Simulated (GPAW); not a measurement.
# Ballistic transport through a Ga chain with an Au atom on top of one atom, cheap and dear, part 2 of 2

How well does a Ga chain with an Au atom on top of one atom conduct at low bias, and how far do basis and functional move the answer?

GPAW 26.7.0; GPAW LCAO, PAW setups; Landauer transmission from Green's functions with principal layers (ASE), zero bias.

So far, transmission at the Fermi level (one spin): step 2 (double-zeta polarised basis, PBE, GPAW) 2.15; step 3 (basis szp(dzp), PBE, GPAW) 2.19; step 4 (basis sz(dzp), PBE, GPAW) 2.19; step 5 (LDA) 2.17.

### Step 8. Density threshold 1e-06: conv = 1e-06

The Hamiltonian is taken from the last density. The density threshold is one of the tests that end the cycle; the energy must settle too, so a loose value may not be the test that decides.

This step: GPAW LCAO, PAW setups; Landauer transmission from Green's functions with principal layers (ASE), zero bias (GPAW 26.7.0).

Input file run.py:

```python
import json
import numpy as np
from ase import Atoms
from ase.transport.calculators import TransportCalculator
from gpaw import GPAW, FermiDirac
from gpaw.lcao.tools import get_lcao_hamiltonian
from scipy.linalg import eigh

# The junction with lead layers at both ends, along the third cell vector
device = Atoms(
    ['Ga', 'Ga', 'Ga', 'Ga', 'Ga', 'Ga', 'Au', 'Ga', 'Ga', 'Ga', 'Ga', 'Ga'],
    positions=[
        [4.50000, 4.50000, 1.27500],
        [4.50000, 4.50000, 3.82500],
        [4.50000, 4.50000, 6.37500],
        [4.50000, 4.50000, 8.92500],
        [4.50000, 4.50000, 11.47500],
        [4.50000, 4.50000, 14.02500],
        [6.90930, 4.50000, 14.02500],
        [4.50000, 4.50000, 16.57500],
        [4.50000, 4.50000, 19.12500],
        [4.50000, 4.50000, 21.67500],
        [4.50000, 4.50000, 24.22500],
        [4.50000, 4.50000, 26.77500]],
    cell=[[9.0, 0.0, 0.0], [0.0, 9.0, 0.0], [0.0, 0.0, 28.05]],
    pbc=True)

# One principal layer of the lead: the first 3 atoms of the device
lead = Atoms(
    ['Ga', 'Ga', 'Ga'],
    positions=[
        [4.50000, 4.50000, 1.27500],
        [4.50000, 4.50000, 3.82500],
        [4.50000, 4.50000, 6.37500]],
    cell=[[9.0, 0.0, 0.0], [0.0, 9.0, 0.0], [0.0, 0.0, 7.65]],
    pbc=True)

settings = dict(mode='lcao', basis='dzp', xc='PBE', h=0.2,
                occupations=FermiDirac(0.1), maxiter=250,
                mixer=dict(beta=0.1, nmaxold=8, weight=100.0),
                convergence=dict(density=1e-06))
energies = np.arange(-2, 2 + 1e-9, 0.05)
eta = 0.0001
n1, n2 = 1, 1
# k and -k transmit alike, so half of the mesh across the current serves
mesh = [(i, j) for i in range(n1) for j in range(n2) if (i, j) <= (-i % n1, -j % n2)]
weights = np.array([1 if (i, j) == (-i % n1, -j % n2) else 2 for i, j in mesh]) / (n1 * n2)

# [... helper functions left out ...]
fermi_lead = ground_state(lead, (1, 1, 15), 'lead.txt')
fermi_device = ground_state(device, (1, 1, 3), 'device.txt')
# [... loop over the mesh left out, but for ...]
        # Shift the lead onto the potential of the device's first layer
        shift = ((H[:, 0, 0] - H0[:, 0, 0]) / S0[0, 0]).real.mean()
# [...]
kT = 8.617333e-5 * 300
bias = [0.1, 0.2, 0.5, 1.0, 1.5, 2.0]
# [... integrals and printing left out ...]
```

Command:

```bash
OMP_NUM_THREADS=1 OPENBLAS_NUM_THREADS=1 python run.py
```

The program printed:

```text
basis functions: device 158, principal layer 39
Fermi level: lead -2.8498 eV, device -2.7419 eV; lead shifted by 0.0007 eV
largest coupling past the next layer 6.03e-05 eV, largest misfit of the first layer 0.045 eV
  E-E_F (eV)   T (one spin)  [channel counts left out]
    -2.000    9.6249e-01
    -1.950    9.3248e-01
    -1.900    8.6617e-01
    -1.850    6.9460e-01
    -1.800    2.5364e-01
    -1.750    5.6256e-02
    -1.700    4.8594e-01
    -1.650    7.1401e-01
    -1.600    8.0059e-01
    -1.550    8.0807e-01
    -1.500    1.8185e-01
    -1.450    2.2584e-05
    -1.400    9.9922e-01
    -1.350    9.9556e-01
    -1.300    9.9398e-01
    -1.250    9.9375e-01
[...]
1.650    2.0661e+00
     1.700    2.1108e+00
     1.750    2.1639e+00
     1.800    2.2233e+00
     1.850    2.2864e+00
     1.900    2.3506e+00
     1.950    2.4136e+00
     2.000    2.4736e+00
conductance at 300 K: 2.1464 G0 a cell; thermopower -0.4982 uV/K
current from the zero-bias T(E) at 0.1 V: 16.615 uA
current from the zero-bias T(E) at 0.2 V: 33.135 uA
current from the zero-bias T(E) at 0.5 V: 79.905 uA
current from the zero-bias T(E) at 1.0 V: 141.75 uA
current from the zero-bias T(E) at 1.5 V: 202.19 uA
current from the zero-bias T(E) at 2.0 V: 262.45 uA
```

The job ended after 56 s (1 thread of Arm Neoverse V1, shared host; peak memory 0.99 GiB).

Numbers from this step:

```yaml
conductance: 2.146 G₀
largest_coupling_past_the_next_principal_layer: 6.03e-5 eV
largest_misfit_of_the_first_principal_layer: 0.04531 eV
shift_that_aligns_the_lead: 6.73e-4 eV
transmission_at_the_fermi_level_one_spin: 2.152
```

One spin. The transmission, zone mean by energy, zero at the Fermi level:

```
energy (eV)  transmission, zone mean
      -2.00                    0.962
      -1.85                    0.695
      -1.70                    0.486
      -1.60                    0.801
      -1.55                    0.808
      -1.45                   2.3e-5
      -1.30                    0.994
      -1.15                    0.995
      -1.05                    0.995
      -0.90                    0.997
      -0.75                    0.998
      -0.60                    0.998
      -0.50                    0.998
      -0.35                    0.999
      -0.20                     1.99
      -0.05                     2.14
       0.00                     2.15
       0.05                     2.15
       0.20                     2.12
       0.35                     2.11
       0.50                     2.11
       0.60                     2.12
       0.75                     2.13
       0.90                     2.11
       1.05                     2.08
       1.15                     2.05
       1.30                     2.01
       1.45                     1.99
       1.60                     2.03
       1.70                     2.11
       1.85                     2.29
       2.00                     2.47
```

Not self-consistent under bias; the bias window is split evenly. Table of current through one cell, from the zero-bias transmission by bias:

```
bias (V)  current through one cell, from the zero-bias transmission (μA)
   0.100                                                            16.6
   0.200                                                            33.1
   0.500                                                            79.9
   1.000                                                             142
   1.500                                                             202
   2.000                                                             262
```

The transmission of the three most open eigenchannels by energy, zero at the Fermi level:

```
energy (eV)  channel 1  channel 2  channel 3
      -2.00      0.962    3.5e-11          0
      -1.90      0.866    3.5e-11          0
      -1.80      0.254    3.4e-11          0
      -1.70      0.486    3.4e-11          0
      -1.55      0.808    3.3e-11          0
      -1.45     2.3e-5    3.3e-11          0
      -1.35      0.996    3.2e-11          0
      -1.25      0.994    3.1e-11          0
      -1.15      0.995    3.1e-11          0
      -1.05      0.995    3.0e-11          0
      -0.90      0.997    2.9e-11          0
      -0.80      0.997    2.9e-11          0
      -0.70      0.998    2.8e-11          0
      -0.60      0.998    2.8e-11          0
      -0.50      0.998    2.7e-11          0
      -0.40      0.999    2.6e-11    2.5e-12
      -0.25      0.999      0.484    0.00456
      -0.15      0.999      0.959      0.113
      -0.05      0.999      0.943      0.200
       0.00      0.999      0.927      0.226
       0.05      0.999      0.910      0.242
       0.15      0.999      0.884      0.250
       0.25      0.999      0.873      0.243
       0.40      0.999      0.883      0.227
       0.50      0.999      0.900      0.216
       0.60      0.999      0.919      0.204
       0.70      0.999      0.936      0.191
       0.80      0.999      0.951      0.174
       0.90      0.999      0.962      0.153
       1.05      0.999      0.974      0.110
       1.15      0.999      0.979     0.0759
       1.25      0.999      0.983     0.0408
       1.35      0.999      0.986     0.0119
       1.45      0.999      0.988     1.8e-5
       1.55      0.999      0.989     0.0183
       1.70      0.999      0.991      0.121
       1.80      0.999      0.992      0.232
       1.90      0.999      0.992      0.359
       2.00      0.999      0.993      0.481
```

The conductance equals that of the dzp run to 0.2 %.

### Step 9. Results

* conductance: 2.15 G₀
* transmission at the Fermi level, mean of the spins: 2.15
* thermopower: about 0 (under 1.5 μV/K)

What this shows: In the dzp basis the junction conducts 2.15 G₀ at 300 K, with T = 2.15 a spin at the Fermi level; the sz basis reaches that conductance within 10 %. At the Fermi level the three most open eigenchannels pass 1.00, 0.93 and 0.23. Measured against the first run (dzp), the nearest curve is that of dzp-LDA (r.m.s. 0.15) and the farthest that of sz (0.25). Over the compared runs wall time goes from 26 s (sz) to 46 s (dzp), on a shared host. The geometry was built from estimated bond lengths and not relaxed, so the numbers describe this model structure. Spin-orbit coupling is left out, which matters for the heavy atoms here. An evenly spaced straight chain is an idealisation: free chains tend to dimerise, zigzag or, where a band edge lies near the Fermi level, turn magnetic. The currents use the zero-bias T(E) throughout, which holds only while the bias is small against the distance to the nearest feature. The energy step is wider than the thermal energy, so the conductance and thermopower rest on interpolation of T(E).

[Logs are printed without paths, hosts, clocks, repeated set-up lines and the standing remarks that a program may print on its own settings, such as how far it seeks lower states.]

[Hosts, paths, dates, database ids (printed as entryN), source tags and the programs' standing remarks are cut or masked in the printed files.]
